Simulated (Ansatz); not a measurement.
# N on Ru(0001): change of the work function, part 3 of 3

Aim: the work function of Ru(0001) at several coverages of N (fcc site), and the dipole that each adsorbate carries.

Ansatz 0.2.0; plane-wave DFT, PBE, Ansatz PAW.

So far, work function, upper face (eV): step 2 (the clean slab) 5.05; step 3 (17 atoms, coverage 0.25 ML, cell 2x2) 5.37.

## (4) The covered slab, k-mesh 12×12×1, coverage 1 ML

System of this step: N/Ru(0001). The cell holds 5 atoms: 4 Ru and 1 N. Its edges and angles: a = 2.700 Å, b = 2.700 Å, c = 25.983 Å, α = 90.0°, β = 90.0°, γ = 60.0°. Vacuum lies along c.

Another coverage, to see how the dipoles act on each other as their distance changes.

input.yaml reads:

```yaml
crystal:
  lattice:
    - [2.7, 0.0, 0.0]
    - [1.35, 2.3382685902, 0.0]
    - [0.0, 0.0, 25.9830787764]
  atoms:
    - { symbol: Ru, position: [0.6666666667, 0.6666666667, 0.3463792754] }
    - { symbol: Ru, position: [0.0, 0.0, 0.4286789913] }
    - { symbol: Ru, position: [0.6666666667, 0.6666666667, 0.511724914] }
    - { symbol: Ru, position: [0.0, 0.0, 0.5919740069] }
    - { symbol: "N", position: [0.3333333333, 0.3333333333, 0.6536207246] }
kpoints:
  mp_grid: { grid: [12, 12, 1] }
hamiltonian:
  xc: pbe
scf:
  occupations: { method: fermi_dirac, width: 0.1 }
  convergence: { dr2_threshold: 1.0e-08 }
efield:
  axis: 3
  dipole_correction: true
  ramp_position: 0.97
  ramp_width: 0.06
relax:
  f_tol: 0.02
  max_steps: 60
  constraints: [{ sites: [0, 1] }]
output:
  write_potential: true
  write_density: true
  volumetric_format: npy
```

Command:

```bash
$ ansatz run input.yaml --threads 4 --pin off --max-ram 6144MiB --backend cpu --events-out ev --progress --plain --runs-dir out
```

Numbers of over 12 decimals in the logs are rounded to 6 here.

Log:

```text
[...]
Crystal: 5 atoms, lattice volume = 164.040 Å³
Basis set: ecut = 420 eV, 3225 PW (Γ), exchange–correlation on 40×40×360 points (8 copies of the dense FFT grid, shifted against one another)
Bands: 42, of which v1, the nominal top of the filled ones, is band 35 counted from 1 (34 counted from 0)
Symmetry: 6 space group operations
[...]
k-points: 19 of 144 (time reversal used)
[...]
SCF iter   1: F=—  HF=-23895.040174 eV  |F-HF|=—  |Δ(HF+E_count)|=         —  Δρ=1.80e-2  dr2=8.77e0  ethr=1.77e-3  p=-0.061 e·Å  D=-6.76e-2 V/Å  ΔV_dip=1.76 eV  dr2_dipole=3.52e0  V_vac-E_F(+/−)=6.61/4.85 eV  ⟨swp⟩=8.5  Hψ=3897  notcnv=0
[...]
SCF iter  10: F=-23894.919304 eV  HF=-23894.919304 eV  |F-HF|=3.37e-8  |Δ(HF+E_count)|=   6.85e-8  Δρ=9.99e-7  dr2=1.95e-9  ethr=1.45e-11  p=-0.086 e·Å  D=-9.43e-2 V/Å  ΔV_dip=2.45 eV  dr2_dipole=8.03e-10  V_vac-E_F(+/−)=7.47/5.02 eV  ⟨swp⟩=11.3  Hψ=6252  notcnv=0
SCF 1 converged in 10 iterations: F = -23894.919304 eV  dr2 = 1.95e-9
[...]
relax step   1: F+E_penalty+E_count = -23894.91930446 eV  Δ(F+E_penalty+E_count) = +0.000e0 eV  max|allowed force component| = 6.013e0 eV/Å  Δτ_max = 0.0000 Å  (10 SCF iters, accepted)
[...]
SCF iter   1: F=—  HF=-23896.399988 eV  |F-HF|=—  |Δ(HF+E_count)|=         —  Δρ=3.23e-2  dr2=4.29e0  ethr=3.10e-3  p=-0.086 e·Å  D=-9.43e-2 V/Å  ΔV_dip=2.45 eV  dr2_dipole=5.99e-1  V_vac-E_F(+/−)=7.51/5.06 eV  ⟨swp⟩=6.7  Hψ=2428  notcnv=0
[...]
SCF iter  12: F=-23896.097093 eV  HF=-23896.097093 eV  |F-HF|=2.91e-9  |Δ(HF+E_count)|=   6.96e-9  Δρ=1.37e-6  dr2=6.24e-9  ethr=1.45e-11  p=-0.087 e·Å  D=-9.63e-2 V/Å  ΔV_dip=2.50 eV  dr2_dipole=7.73e-10  V_vac-E_F(+/−)=7.56/5.06 eV  ⟨swp⟩=11.0  Hψ=6162  notcnv=0
SCF 2 converged in 12 iterations: F = -23896.097093 eV  dr2 = 6.24e-9
relax step   2: F+E_penalty+E_count = -23896.09709271 eV  Δ(F+E_penalty+E_count) = -1.178e0 eV  max|allowed force component| = 1.678e0 eV/Å  Δτ_max = 0.1948 Å  (12 SCF iters, accepted)
[...]
SCF iter   9: F=-23896.176585 eV  HF=-23896.176585 eV  |F-HF|=1.08e-7  |Δ(HF+E_count)|=   3.78e-7  Δρ=1.87e-6  dr2=5.43e-9  ethr=1.45e-11  p=-0.070 e·Å  D=-7.73e-2 V/Å  ΔV_dip=2.01 eV  dr2_dipole=5.56e-10  V_vac-E_F(+/−)=7.09/5.08 eV  ⟨swp⟩=11.5  Hψ=6593  notcnv=0
SCF 3 converged in 9 iterations: F = -23896.176585 eV  dr2 = 5.43e-9
relax step   3: F+E_penalty+E_count = -23896.17658524 eV  Δ(F+E_penalty+E_count) = -7.949e-2 eV  max|allowed force component| = 2.154e-1 eV/Å  Δτ_max = 0.0650 Å  (9 SCF iters, accepted)
[...]
relax step   4: F+E_penalty+E_count = -23896.17804731 eV  Δ(F+E_penalty+E_count) = -1.462e-3 eV  max|allowed force component| = 3.678e-2 eV/Å  Δτ_max = 0.0135 Å  (7 SCF iters, accepted)
SCF iter   1: F=—  HF=-23896.178378 eV  |F-HF|=—  |Δ(HF+E_count)|=         —  Δρ=8.99e-4  dr2=1.45e-3  ethr=1.12e-4  p=-0.071 e·Å  D=-7.79e-2 V/Å  ΔV_dip=2.02 eV  dr2_dipole=3.72e-4  V_vac-E_F(+/−)=7.10/5.08 eV  ⟨swp⟩=2.0  Hψ=1345  notcnv=0
[...]
SCF iter   7: F=-23896.178254 eV  HF=-23896.178254 eV  |F-HF|=3.18e-8  |Δ(HF+E_count)|=   1.13e-7  Δρ=1.21e-6  dr2=4.88e-9  ethr=1.45e-11  p=-0.071 e·Å  D=-7.83e-2 V/Å  ΔV_dip=2.03 eV  dr2_dipole=1.04e-10  V_vac-E_F(+/−)=7.11/5.08 eV  ⟨swp⟩=11.6  Hψ=6451  notcnv=0
SCF 5 converged in 7 iterations: F = -23896.178254 eV  dr2 = 4.88e-9
relax step   5: F+E_penalty+E_count = -23896.17825355 eV  Δ(F+E_penalty+E_count) = -2.062e-4 eV  max|allowed force component| = 6.355e-3 eV/Å  Δτ_max = 0.0108 Å  (7 SCF iters, accepted)
[...]
WARN: The output density's exchange-correlation potential varies sharply where the density is thin. Do not read a vacuum level from v_tot or v_xc, or from such a field of the output density. On a cell that repeats whose density bears no net charge and no dipole along the vacuum's axis use v_es (v_loc + v_h of the components); under efield.dipole_correction with no amplitude use v_es + v_field, which holds any externa [...]
SCF converged after 7 iterations
Free energy (F): -23896.178254 eV
[...]
Internal energy: -23896.039673 eV  (E = F + TS)
E sigma→0 (E₀):  -23896.108963 eV
Entropy (-TS):   -0.138580 eV (-27.716 meV/atom)
Fermi energy:    4.374901 eV
Dipole field:    D = -0.078263 V/Å  (p = -0.070949 e·Å, saw-weighted, corrected)
Work function:   Φ+ = 7.1133 eV   Φ− = 5.0798 eV
[...]
--- Forces (eV/Å), atoms counted from 1 ---
  atom   1  Ru     0.00000000     0.00000000     0.66057597
  atom   2  Ru    -0.00000000     0.00000000    -0.65558640
  atom   3  Ru    -0.00000000    -0.00000000    -0.00220602
  atom   4  Ru     0.00000000     0.00000000     0.00358129
  atom   5  N      0.00000000     0.00000000    -0.00635472
  max |Σ_I F_I| component: 1.01e-5 eV/Å
--- Band table (eV; the first three rows and the last of 19) ---
  k-point 0: bands = [... 31 lower, 2.8510, 3.1267, 3.1267, 3.7053, 3.7053, 4.3948, 4.8641, 4.8641, ... 3 higher]
  k-point 1: bands = [... 31 lower, 2.6329, 3.0493, 3.0626, 3.5845, 3.6677, 4.1738, 4.5199, 4.8399, ... 3 higher]
  k-point 2: bands = [... 31 lower, 2.7914, 2.8020, 3.1936, 3.2480, 3.6970, 4.0632, 4.4794, 4.7790, ... 3 higher]
  k-point 18: bands = [... 31 lower, 3.0629, 3.3416, 4.6718, 4.8160, 4.8635, 4.9598, 5.5161, 6.5195, ... 3 higher]
--- Relaxed structure (5 steps of the walk, 5 accepted, 0 SCFs on fresh bases) ---
  F+E_penalty+E_count = -23896.17825355 eV   max|allowed force component| = 6.355e-3 eV/Å
  atoms:
    - { symbol: Ru, position: [0.666667, 0.666667, 0.346379] }
    - { symbol: Ru, position: [-1.850371707762447e-17, -1.850371707762447e-17, 0.428679] }
    - { symbol: Ru, position: [0.666667, 0.666667, 0.509668] }
    - { symbol: Ru, position: [-1.145603512615333e-17, -1.850371707762446e-17, 0.601869] }
    - { symbol: N, position: [0.333333, 0.333333, 0.647990] }
```

Run time: 19 s. Hardware: 4 threads of Arm Neoverse V1, shared host; peak memory 0.48 GiB.

Relaxation path:

```
step  energy less that of the first step (eV)  largest force component (eV/Å)
   1                                   0.0000                          6.0126
   2                                  -1.1778                          1.6776
   3                                  -1.2573                          0.2154
   4                                  -1.2587                          0.0368
   5                                  -1.2589                          0.0064
```

The run keeps the 6 symmetry operations that it works with, so distortions that break them were not tested.

The atoms that moved most (Å):

| atom | dx | dy | dz | length |
| --- | --- | --- | --- | --- |
| Ru4 | 0.000 | 0.000 | 0.257 | 0.257 |
| N5 | 0.000 | 0.000 | -0.146 | 0.146 |
| Ru3 | 0.000 | 0.000 | -0.053 | 0.053 |

Final coordinates:

```xyz
5
Lattice="2.7000 0.0000 0.0000 1.3500 2.3383 0.0000 0.0000 0.0000 25.9831" Properties=species:S:1:pos:R:3
Ru    2.7000    1.5588    9.0000
Ru    0.0000    0.0000   11.1384
Ru    2.7000    1.5588   13.2428
Ru    0.0000    0.0000   15.6384
N     1.3500    0.7794   16.8368
```

This step gave:

```
energy at zero smearing        : -23896.1090 eV
work function, upper face      : 7.113 eV
work function, lower face      : 5.080 eV
dipole along the normal        : -0.07095 e·Å
step between the vacuum levels : 2.033 eV
```

Running mean over 2.138 Å of the planar mean; the ramp of the sawtooth is left out. Electron's electrostatic potential energy less the Fermi level against z:

```csv
z (Å),electron's electrostatic potential energy less the Fermi level (eV)
4,5.08
5,5.07
6,4.99
7,3.92
8,-6.30
9,-14.3
10,-14.7
11,-15.0
12,-15.4
13,-14.8
14,-12.3
15,-13.4
16,-17.6
17,-5.52
18,4.14
19,7.02
20,7.11
21,7.11
22,7.11
```

The relaxation took 5 steps and lowered the energy by 1.3 eV; the largest force on the free atoms ends at 0.0064 eV/Å.

The covered face has 7.11 eV, +2.07 eV against the clean one; the bare back face has moved by +0.00 eV, a measure of how thin the slab is.

## (5) Work function against coverage

This step: plane-wave DFT, PBE, Ansatz PAW; work function against coverage (Ansatz 0.2.0).

The runs are now put side by side.

This step gave:

- work function of the clean face: 5.046 eV
- largest change of the work function: 2.068 eV

Table of work function of the covered face by coverage:

```
coverage (adsorbates/nm²)  work function of the covered face (eV)
                     0.00                                    5.05
                     3.96                                    5.37
                    15.84                                    7.11
```

The dipole per adsorbate comes from the change of the cell's dipole. Coverage, by row:

| coverage (1/nm²) | coverage (ML) | work function (eV) | change (eV) | dipole per adsorbate, positive end outwards (debye) | mean height of the added atoms over the highest substrate atom (Å) |
| --- | --- | --- | --- | --- | --- |
| 3.96 | 0.25 | 5.369 | 0.3235 | -0.226 | 1.068 |
| 15.84 | 1 | 7.113 | 2.068 | -0.346 | 1.198 |

## (6) Summary of results

| Quantity | Value |
| --- | --- |
| work function of the clean face | 5.05 eV |
| work function at 0.25 ML | 5.37 eV |
| work function at 1 ML | 7.11 eV |
| dipole per adsorbate at 0.25 ML, positive end outwards | -0.23 D |

What this shows: N raises the work function of Ru(0001) at the lowest coverage, by 0.32 eV: the adsorbate layer has its negative end outwards. The slab has 4 layers, at the tabulated experimental lattice constant, one starting site was run, and quantum-size effects of a slab this thin can reach one or two tenths of an eV.

[Logs are printed without paths, hosts, clocks, repeated set-up lines and the standing remarks that a program may print on its own settings, such as how far it seeks lower states.]

[Hosts, paths, dates, database ids (printed as entryN), source tags and the programs' standing remarks are cut or masked in the printed files.]

[Maps of the electrostatic potential energy from Ansatz leave out the sawtooth potential of an applied field or a dipole correction, so their vacuum need not be flat; planar profiles and work functions include it.]
